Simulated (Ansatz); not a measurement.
# Band gap of K2LiScI6 (double perovskite (elpasolite)) (Fm-3m) from density functionals to GW

Aim: the gap of K2LiScI6 (double perovskite (elpasolite)) (Fm-3m) at several levels of theory on one structure, with the time that each takes.

Method: density functionals, hybrids and G0W0, plane waves, PAW, in Ansatz 0.2.0.

The structure was built from a prototype and need not be the compound's stable phase.

## Step 1: The structure

Symmetry: Fm-3m, No. 225, cubic system. The conventional cell has a = 11.711 Å, b = 11.711 Å, c = 11.711 Å, α = 90.00°, β = 90.00°, γ = 90.00°. K has 12 I at 4.14 Å nearest. Nearest to Li lie 6 I at 2.97 Å. Sc has 6 I at 2.89 Å nearest. Nearest to I lie 1 Sc at 2.89 Å and 1 Li at 2.97 Å and 4 K at 4.14 Å. It derives from I6K2Li1Sc1. Farther neighbours and most contacts between anions are not listed.

Coordinates:

```cif
data_structure
_symmetry_space_group_name_H-M 'Fm-3m'
_symmetry_Int_Tables_number 225
_cell_length_a 11.7108
_cell_length_b 11.7108
_cell_length_c 11.7108
_cell_angle_alpha 90.000
_cell_angle_beta 90.000
_cell_angle_gamma 90.000
_cell_volume 1606.03
loop_
_atom_site_label
_atom_site_type_symbol
_atom_site_symmetry_multiplicity
_atom_site_Wyckoff_symbol
_atom_site_fract_x
_atom_site_fract_y
_atom_site_fract_z
_atom_site_occupancy
K1 K 8 c 0.25000 0.75000 0.75000 1
Li1 Li 4 a 0.00000 0.00000 0.00000 1
Sc1 Sc 4 b 0.50000 0.00000 0.00000 1
I1 I 24 e 0.74662 0.00000 0.00000 1
```

The structure was relaxed with PBE. The structure type comes from a generator and need not be one that this composition takes. The runs that relaxed it are not among those shown. Spin-orbit coupling is left out unless a step names it. The default PAW set here is soft_2. Its files were made with PBE.

## Step 2: LDA on the 4×4×4 mesh

This step: DFT, LDA, plane waves, PAW.

The input, input.yaml:

```yaml
crystal:
  lattice:
    - [0.0, 5.8553772128, 5.8553772128]
    - [5.8553772128, 0.0, 5.8553772128]
    - [5.8553772128, 5.8553772128, 0.0]
  atoms:
    - { symbol: K, position: [0.25, 0.25, 0.25] }
    - { symbol: K, position: [0.75, 0.75, 0.75] }
    - { symbol: Li, position: [0.0, 0.0, 0.0] }
    - { symbol: Sc, position: [0.5, 0.5, 0.5] }
    - { symbol: I, position: [0.2533847642, 0.7466152358, 0.7466152358] }
    - { symbol: I, position: [0.2533847642, 0.7466152358, 0.2533847642] }
    - { symbol: I, position: [0.7466152358, 0.2533847642, 0.7466152358] }
    - { symbol: I, position: [0.7466152358, 0.2533847642, 0.2533847642] }
    - { symbol: I, position: [0.7466152358, 0.7466152358, 0.2533847642] }
    - { symbol: I, position: [0.2533847642, 0.2533847642, 0.7466152358] }
kpoints:
  mp_grid: { grid: [4, 4, 4] }
  band_path:
    path:
      - [0.0, 0.0, 0.0]
      - [0.5, 0.0, 0.5]
      - [0.625, 0.25, 0.625]
      - [0.375, 0.375, 0.75]
      - [0.5, 0.5, 0.5]
      - [0.5, 0.25, 0.75]
      - [0.2, 0.0, 0.2]
    npoints: 1
hamiltonian:
  xc: lda
scf:
  occupations: { method: fixed }
  n_extra_bands: 7
output:
  eigenvalues: true
  forces: true
  stress: true
```

Launch:

```console
> ansatz run input.yaml --threads 8 --pin off --max-ram 17510MiB --backend cpu --events-out ev --progress --plain --runs-dir out
```

Numbers of over 12 decimals in the logs are rounded to 6 here.

Log:

```text
scf.n_extra_bands = 7 over 67 filled bands (N_el = 134.0): the run solves 74 bands
Engine: ansatz 0.2.0, aarch64-unknown-linux-gnu
Pseudopotentials: kind: paw
Pseudopotential: K, paw, valence charge 9, recommended cutoff 420 eV (normal), K.paw.azcp
Pseudopotential: Li, paw, valence charge 3, recommended cutoff 420 eV (normal), Li.paw.azcp
Pseudopotential: Sc, paw, valence charge 11, recommended cutoff 420 eV (normal), Sc.paw.azcp
Pseudopotential: I, paw, valence charge 17, recommended cutoff 420 eV (normal), I.paw.azcp
Functional definition: SPW92
  exchange = slater_x
  correlation = pw_c
Crystal: 10 atoms, lattice volume = 401.508 Å³
Basis set: ecut = 420 eV, 7799 PW (Γ)
Bands: 74, of which v1, the nominal top of the filled ones, is band 67 counted from 1 (66 counted from 0)
Symmetry: 48 space group operations
Space group: Fm-3m (ITA 225), of the structure as read, at distance tolerance 7.4e-5 Å
k-points: 8 of 64
Non-local potential: K, projectors of the file, l = 0: 3, l = 1: 2, l = 2: 2
Non-local potential: Li, projectors of the file, l = 0: 3, l = 1: 2, l = 2: 1
Non-local potential: Sc, projectors of the file, l = 0: 3, l = 1: 2, l = 2: 3, l = 3: 1
Non-local potential: I, projectors of the file, l = 0: 2, l = 1: 2, l = 2: 2, l = 3: 2
PAW form: soft (Blöchl's): semilocal exchange-correlation on the pseudo side does not see the compensation charge
PAW frozen core: K, regenerated for the run's functional, and the local potential with it (the file was generated under x = pbe(κ = 0.804, μ = 0.219515), c = pbe(β = 0.066725))
PAW frozen core: Sc, regenerated for the run's functional, and the local potential with it (the file was generated under x = pbe(κ = 0.804, μ = 0.219515), c = pbe(β = 0.066725))
PAW frozen core: I, regenerated for the run's functional, and the local potential with it (the file was generated under x = pbe(κ = 0.804, μ = 0.219515), c = pbe(β = 0.066725))
PAW one-centre angular grid: K, 110 points (default); XC on 64 Gauss nodes
PAW one-centre angular grid: Li, 110 points (default); XC on 64 Gauss nodes
PAW one-centre angular grid: Sc, 590 points (default); XC on 64 Gauss nodes
PAW one-centre angular grid: I, 590 points (default); XC on 64 Gauss nodes
Initial density: superposition of atomic densities (neutral atoms: chi_scale 0, normalization atom), corrected by the library's trained network
Initial wavefunctions: pseudopotential atomic-orbital guess
Functional: x = slater, c = lda
SCF iter   1: F=—  HF=-49430.867034 eV  |F-HF|=—  |Δ(HF+E_count)|=         —  Δρ=4.27e-3  dr2=3.92e-2  ethr=1.77e-3  ⟨swp⟩=5.8  Hψ=2322  notcnv=0  defer=33
preconditioner: auto → Resta (q_TF=auto, 2.272 Å⁻¹)  ε∞=3.6  [insulator: Δε(μ)=1.889 eV  Ē_g=8.868 eV  n_scr=64 (ndim 8)  ℏωp=14.4 eV  f_vac=0.146  ε∞_Penn≈3.6]
SCF iter   2: F=—  HF=-49430.858207 eV  |F-HF|=—  |Δ(HF+E_count)|=   8.83e-3  Δρ=2.27e-3  dr2=1.14e-2  ethr=2.92e-5  ⟨swp⟩=3.0  Hψ=1290  notcnv=0  defer=35
SCF iter   3: F=—  HF=-49430.857326 eV  |F-HF|=—  |Δ(HF+E_count)|=   8.80e-4  Δρ=6.82e-4  dr2=4.07e-3  ethr=8.52e-6  ⟨swp⟩=3.2  Hψ=1154  notcnv=0  defer=35
SCF iter   4: F=—  HF=-49430.856827 eV  |F-HF|=—  |Δ(HF+E_count)|=   5.00e-4  Δρ=2.02e-4  dr2=4.01e-4  ethr=3.04e-6  ⟨swp⟩=3.2  Hψ=1153  notcnv=0  defer=35
SCF iter   5: F=—  HF=-49430.856814 eV  |F-HF|=—  |Δ(HF+E_count)|=   1.27e-5  Δρ=5.65e-5  dr2=2.72e-5  ethr=2.99e-7  ⟨swp⟩=2.0  Hψ=1068  notcnv=0  defer=34
SCF iter   6: F=—  HF=-49430.857018 eV  |F-HF|=—  |Δ(HF+E_count)|=   2.04e-4  Δρ=1.74e-5  dr2=3.14e-6  ethr=2.03e-8  ⟨swp⟩=2.8  Hψ=1044  notcnv=0  defer=26
SCF iter   7: F=—  HF=-49430.857018 eV  |F-HF|=—  |Δ(HF+E_count)|=   6.28e-7  Δρ=5.61e-6  dr2=1.87e-7  ethr=2.34e-9  ⟨swp⟩=2.0  Hψ=865  notcnv=0  defer=27
SCF iter   8: F=-49430.857018 eV  HF=-49430.857018 eV  |F-HF|=1.24e-8  |Δ(HF+E_count)|=   4.11e-8  Δρ=1.77e-6  dr2=2.41e-8  ethr=7.46e-11  ⟨swp⟩=15.1  Hψ=3092  notcnv=0
SCF 1 converged in 8 iterations: F = -49430.857018 eV  dr2 = 2.41e-8
[...]
NSCF: frozen V_eff on 7 k-points
SCF converged after 8 iterations
Free energy (F): -49430.857018 eV
Harris-Foulkes:  -49430.857018 eV  (|F-HF|=1.24e-8)
Internal energy: -49430.857018 eV  (E = F + TS)
E sigma→0 (E₀):  -49430.857018 eV
Fermi energy:    3.509598 eV
--- Per-component energies (eV) ---
  E_band       = -2973.623742
  E_kinetic    = 1923.785942
  E_local      = -15921.586291  (includes V_loc(G=0)·N_el)
  E_nonlocal   = -431.231308
  E_hartree    = 7702.581799
  E_xc         = -1141.965550
  E_vxc        = -1239.488723  (∫ρ·V_xc dr)
  E_paw        = -30374.704677  (= ΣΔE_a)
  E_vpaw       = -2710.265487  (= ΣTr[D̂ρ^β])
  E_aug_tail   = 0.000358  (compensation charges beyond the density's cutoff)
  E_ewald      = -11193.244504
  E_core_change = 5.507213  (= ΣΔE_core)
  E_smearing   = -0.000000  (= −TS)
  E_closure    = -0.000000  (closes the sum)
  Σ components = -49430.857018   (vs F -49430.857018, Δ=0.00e0)
--- Forces (eV/Å), atoms counted from 1 ---
  atom   1  K     -0.00000000     0.00000000    -0.00000000
  atom   2  K     -0.00000000    -0.00000000     0.00000000
  atom   3  Li    -0.00000000     0.00000000     0.00000000
  atom   4  Sc     0.00000000    -0.00000000    -0.00000000
  atom   5  I     -0.17339011     0.00000000     0.00000000
  atom   6  I     -0.00000000     0.17339011    -0.00000000
  atom   7  I      0.00000000    -0.17339011     0.00000000
  atom   8  I      0.17339011     0.00000000    -0.00000000
  atom   9  I      0.00000000    -0.00000000    -0.17339011
  atom  10  I      0.00000000     0.00000000     0.17339011
  max |Σ_I F_I| component: 5.55e-17 eV/Å
--- Stress (GPa, compression-positive) ---
       -2.076855      -0.000000      -0.000000
       -0.000000      -2.076855       0.000000
       -0.000000       0.000000      -2.076855
  P = ⅓ Tr σ = -2.0769 GPa (-20.769 kbar)
--- Band table (eV; the first three rows and the last of 8) ---
  k-point 0: bands = [... 63 lower, 3.1045, 3.5096, 3.5096, 3.5096, 5.4663, 5.4663, 5.4663, 6.5025, ... 3 higher]
  k-point 1: bands = [... 63 lower, 3.0743, 3.2805, 3.2805, 3.3706, 5.5165, 5.5738, 5.5738, 6.8087, ... 3 higher]
  k-point 2: bands = [... 63 lower, 3.0082, 3.1131, 3.1309, 3.1309, 5.5373, 5.6537, 5.6537, 6.6436, ... 3 higher]
  k-point 7: bands = [... 63 lower, 2.5786, 2.7430, 3.1109, 3.1109, 5.6659, 5.6659, 5.8514, 6.3714, ... 3 higher]
```

Wall time 3.3 s (8 threads of Arm Neoverse V2, shared host); peak memory 1.3 GiB; 24 s of CPU time.

The column dr2 measures how far the density is from self-consistency, as an energy; F and HF (Harris–Foulkes) agree once it is small.

Numbers from this step:

* pressure: -2.077 GPa
* gap: 1.955 eV
* valence top at: Γ
* conduction bottom at: k = (0.000, 0.250, 0.250)
* least direct gap: 1.957 eV

Over mesh and listed points the gap is 1.955 eV, from k = Γ to k = (0.000, 0.250, 0.250). The least direct gap found is 1.957 eV, at k = Γ.

## Step 3: PBE on the 4×4×4 mesh

Levels along a band path and on the mesh show where this functional puts the band edges.

This step: DFT, PBE, plane waves, PAW.

Edit input.yaml of step 2 so:

```diff
@@ -20,14 +20,9 @@
     path:
-      - [0.0, 0.0, 0.0]
-      - [0.5, 0.0, 0.5]
-      - [0.625, 0.25, 0.625]
-      - [0.375, 0.375, 0.75]
-      - [0.5, 0.5, 0.5]
-      - [0.5, 0.25, 0.75]
-      - [0.2, 0.0, 0.2]
-    npoints: 1
+      - [[0.0, 0.0, 0.0], [0.5, 0.0, 0.5], [0.625, 0.25, 0.625]]
+      - [[0.375, 0.375, 0.75], [0.0, 0.0, 0.0], [0.5, 0.5, 0.5], [0.5, 0.25, 0.75], [0.5, 0.0, 0.5]]
+    npoints: 10
 hamiltonian:
-  xc: lda
+  xc: pbe
 scf:
-  occupations: { method: fixed }
+  occupations: { method: fermi_dirac, width: 0.02 }
   n_extra_bands: 7
@@ -37 +32,5 @@
   stress: true
+  write_density: true
+  write_potential: true
+  elf: true
+  volumetric_format: npy
```

Log:

```text
[...]
Crystal: 10 atoms, lattice volume = 401.508 Å³
Basis set: ecut = 420 eV, 7799 PW (Γ), exchange–correlation on 120×120×120 points (8 copies of the dense FFT grid, shifted against one another)
Bands: 74, of which v1, the nominal top of the filled ones, is band 67 counted from 1 (66 counted from 0)
Symmetry: 48 space group operations
[...]
k-points: 8 of 64
[...]
SCF iter   1: F=—  HF=-50506.466150 eV  |F-HF|=—  |Δ(HF+E_count)|=         —  Δρ=8.67e-4  dr2=6.89e-3  ethr=1.77e-3  ⟨swp⟩=9.2  Hψ=2758  notcnv=0
[...]
SCF iter   7: F=-50506.464349 eV  HF=-50506.464349 eV  |F-HF|=9.11e-8  |Δ(HF+E_count)|=   8.14e-7  Δρ=3.92e-6  dr2=8.91e-8  ethr=7.46e-11  ⟨swp⟩=14.2  Hψ=4873  notcnv=0
SCF 1 converged in 7 iterations: F = -50506.464349 eV  dr2 = 8.91e-8
[...]
NSCF: frozen V_eff on 62 k-points
SCF converged after 7 iterations
[...]
atom   5  I     -0.00246112    -0.00000000    -0.00000000
  atom   6  I     -0.00000000     0.00246112    -0.00000000
  atom   7  I      0.00000000    -0.00246112    -0.00000000
  atom   8  I      0.00246112     0.00000000    -0.00000000
  atom   9  I      0.00000000    -0.00000000    -0.00246112
  atom  10  I     -0.00000000     0.00000000     0.00246112
  max |Σ_I F_I| component: 4.34e-18 eV/Å
--- Stress (GPa, compression-positive) ---
        0.009656      -0.000000       0.000000
       -0.000000       0.009656       0.000000
       -0.000000      -0.000000       0.009656
  P = ⅓ Tr σ = 0.0097 GPa (0.097 kbar)
--- Band table (eV; the first three rows and the last of 8) ---
  k-point 0: bands = [... 63 lower, 3.3763, 3.7689, 3.7689, 3.7689, 5.8392, 5.8392, 5.8392, 7.0728, ... 3 higher]
  k-point 1: bands = [... 63 lower, 3.3455, 3.5475, 3.5475, 3.6321, 5.8915, 5.9425, 5.9425, 7.1146, ... 3 higher]
  k-point 2: bands = [... 63 lower, 3.2731, 3.3792, 3.4000, 3.4000, 5.9160, 6.0205, 6.0205, 6.9529, ... 3 higher]
  k-point 7: bands = [... 63 lower, 2.8597, 3.0230, 3.3809, 3.3809, 6.0313, 6.0313, 6.2077, 6.6845, ... 3 higher]
[key lines of the parts left out:]
Free energy (F): -50506.464349 eV
Fermi energy:    4.798769 eV
```

Wall time 8.1 s (8 threads); peak memory 2 GiB.

This step gave:

```
pressure             : 0.009656 GPa
filled bands         : 67
gap                  : 2.070 eV
valence top at       : Γ
conduction bottom at : k = (0.200, 0.000, 0.200)
least direct gap     : 2.070 eV
```

Over mesh and path the gap is 2.070 eV, from k = Γ to k = (0.200, 0.000, 0.200), and equal within 1 meV to the least direct gap at k = Γ. PBE against LDA: 2.070 − 1.955 = +0.115 eV. Mesh, set of files and cutoff are the same, but the conduction bottom lies at another k point, so this need not be the shift of one pair of states.

## Step 4: PBE+SOC on the 4×4×4 mesh

This run has two-component orbitals with spin-orbit coupling.

This step: DFT, PBE with spin-orbit coupling, plane waves, PAW.

input.yaml, the sections that differ from step 3:

```yaml
kpoints:
  mp_grid: { grid: [4, 4, 4] }
  band_path:
    path:
      - [0.0, 0.0, 0.0]
      - [0.5, 0.0, 0.5]
      - [0.625, 0.25, 0.625]
      - [0.375, 0.375, 0.75]
      - [0.5, 0.5, 0.5]
      - [0.5, 0.25, 0.75]
      - [0.2, 0.0, 0.2]
    npoints: 1
scf:
  occupations: { method: fixed }
  n_extra_bands: 14
magnetization:
  noncollinear: true
  spin_orbit: true
output:
  eigenvalues: true
  forces: true
  stress: true
# crystal, hamiltonian: as in step 3
```

Log:

```text
[...]
non-collinear run that drives no moment, with spin-orbit: no starting moment large enough to seed its density (crystal.atoms[].spin), no starting occupations that ask for one, no magnetisation constraint and no magnetic field, so the semilocal B_xc is pinned to zero
Crystal: 10 atoms, lattice volume = 401.508 Å³
[...]
k-point 0: bands = [... 130 lower, 3.9761, 3.9761, 3.9761, 3.9761, 5.8508, 5.8508, 5.8508, 5.8508, ... 10 higher]
  k-point 1: bands = [... 130 lower, 3.7815, 3.7815, 3.7881, 3.7881, 5.9093, 5.9093, 5.9506, 5.9506, ... 10 higher]
  k-point 2: bands = [... 130 lower, 3.5028, 3.5028, 3.6870, 3.6870, 5.9359, 5.9359, 6.0248, 6.0248, ... 10 higher]
  k-point 7: bands = [... 130 lower, 3.4362, 3.4362, 3.5062, 3.5062, 6.0425, 6.0425, 6.0615, 6.0615, ... 10 higher]
[key lines of the parts left out:]
SCF converged after 12 iterations
Magnetization: |M| = 0.0000 μB,  M = (+0.0000, +0.0000, +0.0000) μB
Free energy (F): -50524.786325 eV
Fermi energy:    3.976127 eV
P = ⅓ Tr σ = 0.0433 GPa (0.433 kbar)
```

The job ended after 53 s (8 threads; peak memory 5.3 GiB).

Numbers from this step:

* pressure: 0.04331 GPa
* gap: 1.875 eV
* valence top at: Γ
* conduction bottom at: Γ
* least direct gap: 1.875 eV

Over mesh and listed points the gap is 1.875 eV, direct, at k = Γ. PBE+SOC against PBE: 1.875 − 2.070 = −0.195 eV. Mesh, set of files and cutoff are the same, but the conduction bottom lies at another k point, so this need not be the shift of one pair of states. The spin-orbit run sees mesh and listed points alone, so its gap is an upper bound: the coupling can move an edge off these points, and the change over the zone, its sign included where it is small, is not known. The program's warnings for this run: metallic iterate.

## Step 5: r2SCAN on the 4×4×4 mesh

r2SCAN is a meta-GGA: it depends on the kinetic-energy density as well as on the density and its gradient.

This step: DFT, r2SCAN, plane waves, PAW.

Edit input.yaml of step 4 so:

```diff
@@ -29,9 +29,6 @@
 hamiltonian:
-  xc: pbe
+  xc: r2scan
 scf:
   occupations: { method: fixed }
-  n_extra_bands: 14
-magnetization:
-  noncollinear: true
-  spin_orbit: true
+  n_extra_bands: 7
 output:
```

Log:

```text
[...]
Crystal: 10 atoms, lattice volume = 401.508 Å³
Basis set: ecut = 500 eV, 10081 PW (Γ), exchange–correlation on 256×256×256 points (64 copies of the dense FFT grid, shifted against one another)
Bands: 74, of which v1, the nominal top of the filled ones, is band 67 counted from 1 (66 counted from 0)
Symmetry: 48 space group operations
[...]
k-points: 8 of 64
[...]
k-point 0: bands = [... 63 lower, 3.0647, 3.4771, 3.4771, 3.4771, 5.8843, 5.8843, 5.8843, 7.3356, ... 3 higher]
  k-point 1: bands = [... 63 lower, 3.0330, 3.2557, 3.2557, 3.3365, 5.9398, 5.9836, 5.9836, 7.1249, ... 3 higher]
  k-point 2: bands = [... 63 lower, 2.9732, 3.0769, 3.0891, 3.0891, 5.9706, 6.0604, 6.0604, 6.9667, ... 3 higher]
  k-point 7: bands = [... 63 lower, 2.5501, 2.7079, 3.0842, 3.0842, 6.0695, 6.0695, 6.2399, 6.7143, ... 3 higher]
[key lines of the parts left out:]
SCF converged after 7 iterations
Free energy (F): -50613.637702 eV
Fermi energy:    3.477108 eV
P = ⅓ Tr σ = -0.2779 GPa (-2.779 kbar)
```

Elapsed: 7 s, on 8 threads; peak memory 2.6 GiB.

This step gave:

```
pressure             : -0.2779 GPa
gap                  : 2.407 eV
valence top at       : Γ
conduction bottom at : Γ
least direct gap     : 2.407 eV
```

Over mesh and listed points the gap is 2.407 eV, direct, at k = Γ. r2SCAN against PBE: 2.407 − 2.070 = +0.337 eV. The runs also differ in plane-wave cutoff (420 eV and 500 eV), and the conduction bottom lies at another k point, so how much of this comes from the functional alone is not known.

## Step 6: HSE06 on the 2×2×2 mesh

HSE06 mixes in a quarter of exact exchange at short range.

This step: DFT, HSE06, plane waves, PAW.

Edit input.yaml of step 5 so:

```diff
@@ -17,3 +17,3 @@
 kpoints:
-  mp_grid: { grid: [4, 4, 4] }
+  mp_grid: { grid: [2, 2, 2] }
   band_path:
@@ -29,3 +29,3 @@
 hamiltonian:
-  xc: r2scan
+  xc: hse06
 scf:
@@ -35,3 +35,5 @@
   eigenvalues: true
-  forces: true
-  stress: true
+  write_density: true
+  write_potential: true
+  elf: true
+  volumetric_format: npy
```

Log:

```text
[...]
davidson cushion auto → on  (no smearing: the cushion is to keep the highest requested band from converging to the state above it; pin scf.eigensolver.cushion to override)
Crystal: 10 atoms, lattice volume = 401.508 Å³
Basis set: ecut = 420 eV, 7799 PW (Γ)
Bands: 74, of which v1, the nominal top of the filled ones, is band 67 counted from 1 (66 counted from 0)
Symmetry: 48 space group operations
[...]
k-points: 3 of 8
[...]
Free energy (F): -50537.404828 eV
Frozen-core exchange: fock
[...]
Internal energy: -50537.404828 eV  (E = F + TS)
E sigma→0 (E₀):  -50537.404828 eV
Fermi energy:    3.133909 eV
[...]
--- Band table (eV) ---
  k-point 0: bands = [... 63 lower, 2.7275, 3.1339, 3.1339, 3.1339, 6.3216, 6.3216, 6.3216, 7.3499, ... 3 higher]
  k-point 1: bands = [... 63 lower, 2.6126, 2.7144, 2.7477, 2.7477, 6.4098, 6.5326, 6.5326, 7.3555, ... 3 higher]
  k-point 2: bands = [... 63 lower, 2.0206, 2.5392, 2.5392, 3.1146, 6.3326, 6.7501, 6.7501, 6.8227, ... 3 higher]
```

Wall time 55 s (8 threads); peak memory 3.1 GiB; 6.3 min of CPU time.

This step gave:

| Property | Result |
| --- | --- |
| gap | 3.188 eV |
| valence top at | Γ |
| conduction bottom at | Γ |
| least direct gap | 3.188 eV |
| exact-exchange fraction | 0.25 |

Over mesh and listed points the gap is 3.188 eV, direct, at k = Γ. HSE06 against PBE: 3.188 − 2.070 = +1.118 eV. The runs also differ in mesh (4×4×4 and 2×2×2), and the conduction bottom lies at another k point, so how much of this comes from the functional alone is not known.

(Continued in part 2 of 2.)

[Paths, hosts, dates, memory and timing lines, banners, echoed tables and standing remarks are left out of the program output.]

[Logs are printed without paths, hosts, clocks, repeated set-up lines and the standing remarks that a program may print on its own settings, such as how far it seeks lower states.]

[Runs of the session that timed out or met a known fault of the program may be left out.]

[Cells called generated may have been cut or substituted from an entry of the Crystallography Open Database or the Materials Project.]

[Hosts, paths, dates, database ids (printed as entryN), source tags and the programs' standing remarks are cut or masked in the printed files.]

[Where an RPA ε∞ is given, it is that of the G0W0 mesh and is not shown converged in it. Names of k-points follow the symmetry that the program found, which can be lower than the space group named. Band edges on a path are those of the sampled points; other points can move an edge, and change direct to indirect where valleys lie close.]

[Hybrid gaps are those of their k-mesh and are not shown converged in it.]
